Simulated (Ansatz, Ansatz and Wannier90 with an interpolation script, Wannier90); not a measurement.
# From a coarse GW mesh to bands everywhere: CsCdCl3 (Pm-3m), part 2 of 3

Wanted: quasiparticle gap and band widths of CsCdCl3 (Pm-3m) over the whole zone.

Ansatz 0.2.0; LDA, Wannier functions and G0W0, plane waves, PAW. Known limits of the many-body steps: not at the basis limit; d shell near the gap, gap tends to lie low; no spin-orbit coupling.

So far. Step 2 (LDA bands): The gap is indirect, with the least direct gap 0.59 eV higher.

The database entry behind the starting cell is an old determination (1928), so it need not match the best structure at ambient conditions.

**4. Wannier functions by Wannier90 (Cd:5s Cl:3p) on 8×8×8**

Localised functions give a small Hamiltonian that interpolates between mesh points at no cost.

This step: maximally localised Wannier functions from the overlaps of LDA states (plane waves, PAW).

w.win reads:

```
num_iter = 1200
conv_tol = 1.0e-8
conv_window = 5
dis_num_iter = 4000
dis_conv_tol = 1.0e-8
dis_mix_ratio = 0.7
write_hr = true
use_ws_distance = false
num_print_cycles = 50
! ansatz wannier90 interface
! projections by site (counted from 0) and shell: 1 5S, 2 3P, 3 3P, 4 3P
! states of the run's bands (counted from 1): 1-33
num_bands = 33
num_wann  = 10
dis_win_min = -1.62
dis_win_max = 12.17
dis_froz_min = -1.62
dis_froz_max = 5.71
guiding_centres = true

begin unit_cell_cart
Ang
                      5.2                      0.0                      0.0
                      0.0                      5.2                      0.0
                      0.0                      0.0                      5.2
end unit_cell_cart

begin atoms_frac
Cs                       0.0                      0.0                      0.0
Cd                       0.5                      0.5                      0.5
Cl                       0.0                      0.5                      0.5
Cl                       0.5                      0.0                      0.5
Cl                       0.5                      0.5                      0.0
end atoms_frac

mp_grid = 8 8 8

[... the mesh's points ...]
```

Launch:

```bash
> OMP_NUM_THREADS=1 mpirun -n 8 wannier90.x w > wannier90.x.log
```

Numbers of over 12 decimals in the logs are rounded to 6 here.

The log of the run:

```text
TEM
                                    ------

                              Lattice Vectors (Ang)
                    a_1     5.200000   0.000000   0.000000
                    a_2     0.000000   5.200000   0.000000
                    a_3     0.000000   0.000000   5.200000

                   Unit Cell Volume:     140.60800  (Ang^3)

                        Reciprocal-Space Vectors (Ang^-1)
                    b_1     1.208305   0.000000   0.000000
                    b_2     0.000000   1.208305   0.000000
                    b_3     0.000000   0.000000   1.208305

 *----------------------------------------------------------------------------*
 |   Site       Fractional Coordinate          Cartesian Coordinate (Ang)     |
 +----------------------------------------------------------------------------+
 | cs   1   0.00000   0.00000   0.00000   |    0.00000   0.00000   0.00000    |
 | cd   1   0.50000   0.50000   0.50000   |    2.60000   2.60000   2.60000    |
 | cl   1   0.00000   0.50000   0.50000   |    0.00000   2.60000   2.60000    |
 | cl   2   0.50000   0.00000   0.50000   |    2.60000   0.00000   2.60000    |
 | cl   3   0.50000   0.50000   0.00000   |    2.60000   2.60000   0.00000    |
 *----------------------------------------------------------------------------*
                                ------------
                                K-POINT GRID
                                ------------

             Grid size =  8 x  8 x  8      Total points =  512

 *---------------------------------- MAIN ------------------------------------*
 |  Number of Wannier Functions               :                10             |
 |  Number of Objective Wannier Functions     :                10             |
 |  Number of input Bloch states              :                33             |
 |  Output verbosity (1=low, 5=high)          :                 1             |
 |  Timing Level (1=low, 5=high)              :                 1             |
 |  Optimisation (0=memory, 3=speed)          :                 3             |
 |  Length Unit                               :               Ang             |
 |  Post-processing setup (write *.nnkp)      :                 F             |
 |  Using Gamma-only branch of algorithms     :                 F             |
 *----------------------------------------------------------------------------*
 *------------------------------- WANNIERISE ---------------------------------*
 |  Total number of iterations                :              1200             |
 |  Number of CG steps before reset           :                 5             |
 |  Trial step length for line search         :             2.000             |
 |  Convergence tolerence                     :         0.100E-07             |
 |  Convergence window                        :                 5             |
 |  Iterations between writing output         :                50             |
 |  Iterations between backing up to disk     :               100             |
 |  Write r^2_nm to file                      :                 F             |
 |  Write xyz WF centres to file              :                 F             |
 |  Write on-site energies <0n|H|0n> to file  :                 F             |
 |  Use guiding centre to control phases      :                 T             |
 |  Use phases for initial projections        :                 F             |
 |  Iterations before starting guiding centres:                 0             |
 |  Iterations between using guiding centres  :                 1             |
 *----------------------------------------------------------------------------*
 *------------------------------- DISENTANGLE --------------------------------*
 |  Using band disentanglement                :                 T             |
 |  Total number of iterations                :              4000             |
 |  Mixing ratio                              :             0.700             |
 |  Convergence tolerence                     :         1.000E-08             |
 |  Convergence window                        :                 3             |
 *----------------------------------------------------------------------------*
 *-------------------------------- PLOTTING ----------------------------------*
 |  Plotting Hamiltonian in WF basis          :                 T             |
 *----------------------------------------------------------------------------*

 *---------------------------------- K-MESH ----------------------------------*
 +----------------------------------------------------------------------------+
 |                    Distance to Nearest-Neighbour Shells                    |
 |                    ------------------------------------                    |
 |          Shell             Distance (Ang^-1)          Multiplicity         |
 |          -----             -----------------          ------------         |
 |             1                   0.151038                      6            |
 |             2                   0.213600                     12            |
 |             3                   0.261606                      8            |
 |             4                   0.302076                      6            |
 |             5                   0.337731                     24            |
[...]
|             2         0.000000    0.151038    0.000000                     |
 |             3         0.151038    0.000000    0.000000                     |
 +----------------------------------------------------------------------------+

 Starting a new Wannier90 calculation ...

 Reading overlaps from w.mmn    : ansatz wannier90 interface

 Reading projections from w.amn : ansatz wannier90 interface

 *------------------------------- DISENTANGLE --------------------------------*
 +----------------------------------------------------------------------------+
 |                              Energy  Windows                               |
 |                              ---------------                               |
 |                   Outer:   -1.62000  to   12.17000  (eV)                   |
 |                   Inner:   -1.62000  to    5.71000  (eV)                   |
 +----------------------------------------------------------------------------+
   Number of target bands to extract:   10

                   Unitarised projection of Wannier functions
                   ------------------------------------------
   A_mn = <psi_m|g_n> --> S = A.A^+ --> U = S^-1/2.A
   In dis_project... done
   Using an inner window (linner = T)
   In dis_proj_froz... done

                   Extraction of optimally-connected subspace
                   ------------------------------------------
 +---------------------------------------------------------------------+<-- DIS
 |  Iter     Omega_I(i-1)      Omega_I(i)      Delta (frac.)    Time   |<-- DIS
 +---------------------------------------------------------------------+<-- DIS
       1      23.09976056      22.56621099       2.364E-02      0.00    <-- DIS
       2      22.64874817      22.32545918       1.448E-02      0.01    <-- DIS
       3      22.38734614      22.17463220       9.593E-03      0.01    <-- DIS
      50      21.53953371      21.53891049       2.893E-05      0.26    <-- DIS
     100      21.53596157      21.53594278       8.724E-07      0.51    <-- DIS
     150      21.53592854      21.53592732       5.662E-08      0.77    <-- DIS

             <<<      Delta < 1.000E-08  over  3 iterations     >>>
             <<< Disentanglement convergence criteria satisfied >>>

        Final Omega_I    21.53592724 (Ang^2)

 +----------------------------------------------------------------------------+

 Writing checkpoint file w.chk... done

 *------------------------------- WANNIERISE ---------------------------------*
 +--------------------------------------------------------------------+<-- CONV
 | Iter  Delta Spread     RMS Gradient      Spread (Ang^2)      Time  |<-- CONV
 +--------------------------------------------------------------------+<-- CONV

 ------------------------------------------------------------------------------
 Initial State
  WF centre and spread    1  (  2.600000,  2.600000,  2.600000 )     3.89583260
  WF centre and spread    2  (  0.000000,  2.600000,  2.600000 )     1.76942332
  WF centre and spread    3  ( -0.000000,  2.600000,  2.600000 )     2.48114723
  WF centre and spread    4  (  0.000000,  2.600000,  2.600000 )     1.76942332
  WF centre and spread    5  (  2.600000,  0.000000,  2.600000 )     1.76942332
  WF centre and spread    6  (  2.600000,  0.000000,  2.600000 )     1.76942332
  WF centre and spread    7  (  2.600000,  0.000000,  2.600000 )     2.48114723
  WF centre and spread    8  (  2.600000,  2.600000,  0.000000 )     2.48114723
  WF centre and spread    9  (  2.600000,  2.600000,  0.000000 )     1.76942332
  WF centre and spread   10  (  2.600000,  2.600000,  0.000000 )     1.76942332
  Sum of centres and spreads ( 18.200000, 18.200000, 18.200000 )    21.95581421

      0     0.220E+02     0.0000000000       21.9558142148       1.00  <-- CONV
        O_D=      0.0000000 O_OD=      0.4198870 O_TOT=     21.9558142 <-- SPRD
 ------------------------------------------------------------------------------
 Cycle:      1
[...]
Sum of centres and spreads ( 18.200000, 18.200000, 18.200000 )    21.93154131

      1    -0.243E-01     0.1194493383       21.9315413116       1.01  <-- CONV
        O_D=      0.0000000 O_OD=      0.3956141 O_TOT=     21.9315413 <-- SPRD
 Delta: O_D=  0.3349763E-20 O_OD= -0.2427290E-01 O_TOT= -0.2427290E-01 <-- DLTA
 ------------------------------------------------------------------------------

             <<<     Delta < 1.000E-08  over  5 iterations     >>>
             <<< Wannierisation convergence criteria satisfied >>>

 Final State
[...]
WF centre and spread    6  (  2.600000,  0.000000,  2.600000 )     1.76754678
  WF centre and spread    7  (  2.600000,  0.000000,  2.600000 )     2.33778577
  WF centre and spread    8  (  2.600000,  2.600000, -0.000000 )     2.33778577
  WF centre and spread    9  (  2.600000,  2.600000,  0.000000 )     1.76754678
  WF centre and spread   10  (  2.600000,  2.600000,  0.000000 )     1.76754678
  Sum of centres and spreads ( 18.200000, 18.200000, 18.200000 )    21.85178761

         Spreads (Ang^2)       Omega I      =    21.535927242
        ================       Omega D      =     0.000000000
                               Omega OD     =     0.315860371
    Final Spread (Ang^2)       Omega Total  =    21.851787613
 ------------------------------------------------------------------------------

 Writing checkpoint file w.chk... done

 *---------------------------------------------------------------------------*
 |                               PLOTTING                                    |
 *---------------------------------------------------------------------------*

 *===========================================================================*
 |                             TIMING INFORMATION                            |
 *===========================================================================*
 |    Tag                                                Ncalls      Time (s)|
 |---------------------------------------------------------------------------|
 |kmesh: get                                        :         1         0.142|
 |overlap: read                                     :         1         2.584|
 |dis: main                                         :         1         1.027|
 |wann: main                                        :         1         0.413|
 |plot: main                                        :         1         0.144|
 *---------------------------------------------------------------------------*
 All done: wannier90 exiting
```

It took 5.4 s on 8 MPI ranks of Arm Neoverse V1, shared host; 41 s of CPU time.

This step gave:

| Quantity | Value |
| --- | --- |
| gauge-invariant spread | 21.54 Å² |
| diagonal spread | 0 Å² |
| off-diagonal spread | 0.3159 Å² |
| total spread | 21.85 Å² |
| disentanglement steps | 185 |
| r.m.s. interpolation error | 4.42e-4 eV |
| r.m.s. error near the gap | 3.96e-4 eV |

Near the gap the model misses directly solved bands by 0.4 meV r.m.s. and by 4 meV at most in the window tested. This tests the starting bands, not the corrections carried with them.

Wannier functions, by row:

| function | x (Å) | y (Å) | z (Å) | spread (Å²) | nearest atom | distance (Å) |
| --- | --- | --- | --- | --- | --- | --- |
| 1 | 2.6 | 2.6 | 2.6 | 4.233 | Cd2 | 0 |
| 2 | 0 | 2.6 | 2.6 | 1.768 | Cl3 | 0 |
| 3 | 0 | 2.6 | 2.6 | 2.338 | Cl3 | 0 |
| 4 | 0 | 2.6 | 2.6 | 1.768 | Cl3 | 0 |
| 5 | 2.6 | 0 | 2.6 | 1.768 | Cl4 | 0 |
| 6 | 2.6 | 0 | 2.6 | 1.768 | Cl4 | 0 |
| 7 | 2.6 | 0 | 2.6 | 2.338 | Cl4 | 0 |
| 8 | 2.6 | 2.6 | 0 | 2.338 | Cl5 | 0 |
| 9 | 2.6 | 2.6 | 0 | 1.768 | Cl5 | 0 |
| 10 | 2.6 | 2.6 | 0 | 1.768 | Cl5 | 0 |

Frozen up to 2.01 eV; above it the model need not follow the bands. The electronic bands at the labelled points (eV, zero at the valence-band top):

| point | band 22 | band 23 | band 24 | band 25 | band 26 |
| --- | --- | --- | --- | --- | --- |
| Γ | -0.92 | -0.59 | -0.59 | -0.59 | 1.51 |
| halfway | -0.95 | -0.95 | -0.68 | -0.68 | 2.71 |
| X | -0.91 | -0.91 | -0.86 | -0.86 | 4.26 |
| halfway | -1.01 | -0.98 | -0.54 | -0.53 | 4.75 |
| M | -1.07 | -1.07 | -0.29 | -0.01 | 6.04 |
| halfway | -1.02 | -0.80 | -0.80 | -0.42 | 3.46 |
| Γ | -0.92 | -0.59 | -0.59 | -0.59 | 1.51 |
| halfway | -1.22 | -0.61 | -0.46 | -0.46 | 3.96 |
| R | -0.27 | -0.27 | 0.00 | 0.00 | 7.84 |
| halfway | -0.65 | -0.57 | -0.55 | -0.50 | 5.20 |
| X | -0.91 | -0.91 | -0.86 | -0.86 | 4.26 |
| jump to R | -0.27 | -0.27 | 0.00 | 0.00 | 7.84 |
| halfway | -0.59 | -0.59 | -0.28 | 0.00 | 6.38 |
| M | -1.07 | -1.07 | -0.29 | -0.01 | 6.04 |

The same for Kohn-Sham, solved directly:

| point | band 22 | band 23 | band 24 | band 25 | band 26 |
| --- | --- | --- | --- | --- | --- |
| Γ | -0.92 | -0.59 | -0.59 | -0.59 | 1.51 |
| X | -0.91 | -0.91 | -0.86 | -0.86 | 4.25 |
| M | -1.07 | -1.07 | -0.29 | -0.01 | 6.04 |
| Γ | -0.92 | -0.59 | -0.59 | -0.59 | 1.51 |
| R | -0.27 | -0.27 | 0.00 | 0.00 | 5.65 |
| X | -0.91 | -0.91 | -0.86 | -0.86 | 4.25 |
| R | -0.27 | -0.27 | 0.00 | 0.00 | 5.65 |
| M | -1.07 | -1.07 | -0.29 | -0.01 | 6.04 |

**5. G0W0 at every point of the mesh: 4×4×4 mesh, 528 empty bands, screening to 140 eV**

Now the one-shot GW correction: screening in the RPA, then the self-energy of the levels asked for.

This step: G0W0 on LDA, plane waves, PAW.

input.yaml reads:

```yaml
crystal:
  lattice:
    - [5.2, 0.0, 0.0]
    - [0.0, 5.2, 0.0]
    - [0.0, 0.0, 5.2]
  atoms:
    - { symbol: Cs, position: [0.0, 0.0, 0.0] }
    - { symbol: Cd, position: [0.5, 0.5, 0.5] }
    - { symbol: Cl, position: [0.0, 0.5, 0.5] }
    - { symbol: Cl, position: [0.5, 0.0, 0.5] }
    - { symbol: Cl, position: [0.5, 0.5, 0.0] }
kpoints:
  mp_grid: { grid: [4, 4, 4] }
hamiltonian:
  xc: lda
scf:
  occupations: { method: fixed }
gw:
  n_empty_bands: 528
  ecut_chi: 140.0
  qp_bands: [v9, c1]
  screening: { model: contour_deformation }
```

Launch:

```bash
> ansatz run input.yaml --threads 8 --pin off --max-ram 18432MiB --backend cpu --events-out ev --progress --plain --runs-dir out
```

The log of the run:

```text
[...]
Crystal: 5 atoms, lattice volume = 140.608 Å³
Basis set: ecut = 420 eV, 2777 PW (Γ)
Bands: 30, of which v1, the nominal top of the filled ones, is band 25 counted from 1 (24 counted from 0)
Symmetry: 48 space group operations
[...]
k-points: 10 of 64
[...]
SCF iter   1: F=—  HF=-16762.450662 eV  |F-HF|=—  |Δ(HF+E_count)|=         —  Δρ=7.35e-3  dr2=7.21e-2  ethr=1.77e-3  ⟨swp⟩=5.0  Hψ=1097  notcnv=0  defer=19
[...]
SCF iter   7: F=-16762.426182 eV  HF=-16762.426182 eV  |F-HF|=1.63e-9  |Δ(HF+E_count)|=   2.20e-8  Δρ=1.92e-6  dr2=9.38e-9  ethr=2.00e-10  ⟨swp⟩=10.4  Hψ=1243  notcnv=0
SCF 1 converged in 7 iterations: F = -16762.426182 eV  dr2 = 9.38e-9
[...]
G₀W₀ screening: q 1/10
[... further progress lines ...]
SCF converged after 7 iterations
Free energy (F): -16762.426182 eV
[...]
Internal energy: -16762.426182 eV  (E = F + TS)
E sigma→0 (E₀):  -16762.426182 eV
Fermi energy:    3.696814 eV
[...]
--- Band table (eV; the first three rows and the last of 10) ---
  k-point 0: bands = [... 21 lower, 2.7811, 3.1106, 3.1106, 3.1106, 5.2075, 9.2588, 9.5906, 9.5906, ... 1 higher]
  k-point 1: bands = [... 21 lower, 2.7430, 2.7430, 3.0124, 3.0124, 6.4043, 9.9276, 10.1750, 10.2586, ... 1 higher]
  k-point 2: bands = [... 21 lower, 2.7886, 2.7886, 2.8411, 2.8411, 7.9503, 10.6176, 10.9254, 11.4344, ... 1 higher]
  k-point 9: bands = [... 21 lower, 3.4249, 3.4249, 3.6968, 3.6968, 9.3457, 9.3457, 9.3457, 10.9458, ... 1 higher]
--- G₀W₀: contour deformation, 7 samples at zero and on the imaginary axis and 2 off it, 64 q-points, 528 empty bands' worth ---
  eigenvalues of the whole cell's RPA ε∞ on this k-mesh (on a slab, of 1 + 4πα/V) = 3.5691, 3.5691, 3.5691; static W/v taken at q = 0 is 0.280184
  bands read: the sum over 553 bands ends inside a degenerate multiplet in 3 slots, whose members it reads at an even weight; the widest, k=2: bands 553 to 554 (counted from 1) at 1/2 each
    ik  band        ε_KS         Σx   Σc(E_QP)       V_xc       Z   E_QP_lin       E_QP  E_QP is
     0    17      0.8315   -19.6780     3.1597   -15.4498  0.7258    -0.2806    -0.2371  root
     0    18      0.8315   -19.6780     3.1597   -15.4498  0.7258    -0.2806    -0.2371  root
     0    19      0.8315   -19.6780     3.1597   -15.4498  0.7258    -0.2806    -0.2371  root
     0    20      2.7811   -20.5695     3.1214   -16.1391  0.7536     1.4285     1.4721  root
     0    21      2.7811   -20.5695     3.1214   -16.1391  0.7536     1.4285     1.4721  root
     0    22      2.7811   -20.5695     3.1214   -16.1391  0.7536     1.4285     1.4721  root
     0    23      3.1106   -21.0205     2.8379   -16.9815  0.7594     1.8776     1.9094  root
     0    24      3.1106   -21.0205     2.8379   -16.9815  0.7594     1.8776     1.9094  root
     0    25      3.1106   -21.0205     2.8379   -16.9815  0.7594     1.8776     1.9094  root
     0    26      5.2075   -10.0324    -3.7835   -14.7826  0.8144     6.1844     6.1742  root
     1    17      0.8529   -19.5624     3.1697   -15.3387  0.7244    -0.2450    -0.2010  root
     1    18      0.8529   -19.5624     3.1697   -15.3387  0.7244    -0.2450    -0.2010  root
     1    19      1.0449   -20.8936     3.0159   -16.8749  0.7348     0.0119     0.0421  root
     1    20      2.5682   -20.0777     2.7802   -16.1256  0.7569     1.3621     1.3963  root
[...]
9    22      3.4249   -21.2113     2.9510   -16.9928  0.7595     2.1218     2.1574  root
     9    23      3.4249   -21.2113     2.9510   -16.9928  0.7595     2.1218     2.1574  root
     9    24      3.6968   -24.2700     2.6042   -20.7308  0.7702     2.7465     2.7618  root
     9    25      3.6968   -24.2700     2.6042   -20.7308  0.7702     2.7465     2.7618  root
     9    26      9.3457    -6.1201    -3.9323   -11.0031  0.8221    10.3088    10.2964  root
```

It took 4 min on 8 threads; peak memory 4.1 GiB.

Numbers from this step:

| Property | Result |
| --- | --- |
| bands summed | 553 |
| RPA ε∞ on this mesh (eigenvalues) | 3.569, 3.569, 3.569 |
| plane waves in the screening matrix | 515 |
| q-points in the mesh | 64 |
| G0W0 gap on the mesh | 3.412 eV |
| k of the valence top | -0.5, -0.5, -0.5 |
| k of the conduction bottom | 0, 0, 0 |
| starting gap on the mesh | 1.511 eV |
| Z at the valence top | 0.7702 |
| Z at the conduction bottom | 0.8144 |
| least direct G0W0 gap on the computed points | 4.265 eV |

The gap on the mesh goes from 1.51 eV to 3.41 eV, a correction of +1.90 eV. Between the two edge states, bare exchange in place of the xc potential would open the gap by 8.29 eV, and correlation takes back 6.39 eV.

(Continued in part 3 of 3.)

[Paths, hosts, dates, memory and timing lines, banners, echoed tables and standing remarks are left out of the program output.]

[Logs are printed without paths, hosts, clocks, repeated set-up lines and the standing remarks that a program may print on its own settings, such as how far it seeks lower states.]

[Runs of the session that timed out or met a known fault of the program may be left out.]

[Hosts, paths, dates, database ids (printed as entryN), source tags and the programs' standing remarks are cut or masked in the printed files.]
